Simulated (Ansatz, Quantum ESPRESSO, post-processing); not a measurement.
# Thickness dependence of 1T-TiO2, part 8 of 8

What does each added layer of 1T-TiO2 bring in screening, and what does it do to the gap?

Quantum ESPRESSO 7.5; plane-wave DFT, vdW-DF-cx, GBRV ultrasoft pseudopotentials made under PBE; geometry by Ansatz 0.2.0 with PAW datasets.

So far. Step 14 (Band structure, 2 layers: no field): Along this path the valence top lies between K and Γ and the conduction bottom at Γ. Step 20 (Potential by pp.x, 3 layers): The slope in the vacuum is 0.100 eV/Å for an applied 0.10 V/Å, as it should be.

## Step 21: Band structure, 3 layers: no field (continued)

Band numbers count within the set of bands kept for display. The electronic bands at the labelled points (eV, zero at the highest filled level of the SCF mesh; v1 is the highest filled band, c1 the lowest empty one):

```csv
point,v4,v3,v2,v1,c1,c2,c3,c4
Γ,-0.30,-0.28,-0.28,-0.25,2.61,2.61,2.62,2.62
halfway,-1.09,-0.29,-0.16,-0.05,2.96,3.00,3.04,3.48
M,-1.27,-1.06,-0.78,-0.54,2.84,2.85,2.86,3.69
halfway,-1.55,-1.02,-0.88,-0.76,2.90,2.94,2.96,3.76
K,-1.50,-1.35,-1.21,-1.09,2.78,2.85,2.90,3.91
halfway,-1.62,-0.20,-0.14,-0.11,3.30,3.33,3.34,3.41
Γ,-0.30,-0.28,-0.28,-0.25,2.61,2.61,2.62,2.62
```

Along this path the valence top lies between K and Γ and the conduction bottom at Γ.

## Step 22: Polarisability from the dipole between 0 and 0.1 V/A, 3 layers

Numbers from this step:

```
polarisability a cell      : 5.516 Å³
sheet polarisability 4πα/A : 9.045 Å
```

The change of the potential energy, second field less first by z:

```csv
z (Å),"change of the potential energy, second field less first (eV)"
0,-0.548
1,-0.996
2,-0.896
3,-0.796
4,-0.696
5,-0.596
6,-0.496
7,-0.397
8,-0.298
9,-0.209
10,-0.166
11,-0.155
12,-0.141
13,-0.0935
14,-0.0274
15,-0.00448
16,0.00470
17,0.0283
18,0.0950
19,0.142
20,0.155
21,0.166
22,0.211
23,0.300
24,0.399
25,0.499
26,0.599
27,0.699
28,0.799
29,0.899
30,0.990
```

## Step 23: The series side by side

All levels:

```csv
level,sheet polarisability (Å),gap without a field (eV),vacuum over the valence top of the mesh (eV),CPU time (s)
1 layer,3.033,2.711,8.424,419.9
2 layers,6.051,2.652,8.366,910.9
3 layers,9.045,2.598,8.327,1647
```

## Step 24: Worked from the printed numbers

From 2 to 3 layers, over the growth of the distance between the outermost mean planes: (9.045 − 6.051) Å / 4.540 Å = 0.659 = 1 − 1/ε, so ε = 2.9.

## Step 25: What came out

```json
{
  "4πα/A of 1 layer": "3.03 Å",
  "gap along the path, 1 layer": "2.71 eV",
  "Kohn-Sham ionisation potential, 1 layer": "8.41 eV",
  "4πα/A of 2 layers": "6.05 Å",
  "gap along the path, 2 layers": "2.65 eV",
  "Kohn-Sham ionisation potential, 2 layers": "8.36 eV",
  "4πα/A of 3 layers": "9.05 Å",
  "gap along the path, 3 layers": "2.60 eV",
  "Kohn-Sham ionisation potential, 3 layers": "8.32 eV"
}
```

**Reading.** The sheet polarisability 4πα/A grows as 3.03, 6.05 and 9.05 Å for 1, 2 and 3 layers (vdW-DF-cx, GBRV ultrasoft (made under PBE)). The last layer adds 4.54 Å between the outermost mean planes and 2.99 Å of 4πα/A; 1 − 1/ε = 0.659 gives ε = 2.9 along the normal for the stacked crystal at this spacing. The gap runs 2.71, 2.65 and 2.60 eV, falling with each layer as bands that reach between the layers split. The single layer was relaxed under plain PBE (a = 2.989 Å), the stacks with a dispersion correction (a = 2.976 Å for two layers), so the first step mixes stacking with a strain of -0.4 %. The nearest atoms of neighbouring layers lie 3.13 Å apart. One stacking was chosen. The ions are clamped in the field. Semilocal gaps are too small and shrink less with thickness than quasiparticle gaps, which also feel the screening by neighbours.

[Logs are printed without paths, hosts, clocks, repeated set-up lines and the standing remarks that a program may print on its own settings, such as how far it seeks lower states.]

[Hosts, paths, dates, database ids (printed as entryN), source tags and the programs' standing remarks are cut or masked in the printed files.]

[Maps of the electrostatic potential energy from Ansatz leave out the sawtooth potential of an applied field or a dipole correction, so their vacuum need not be flat; planar profiles and work functions include it.]
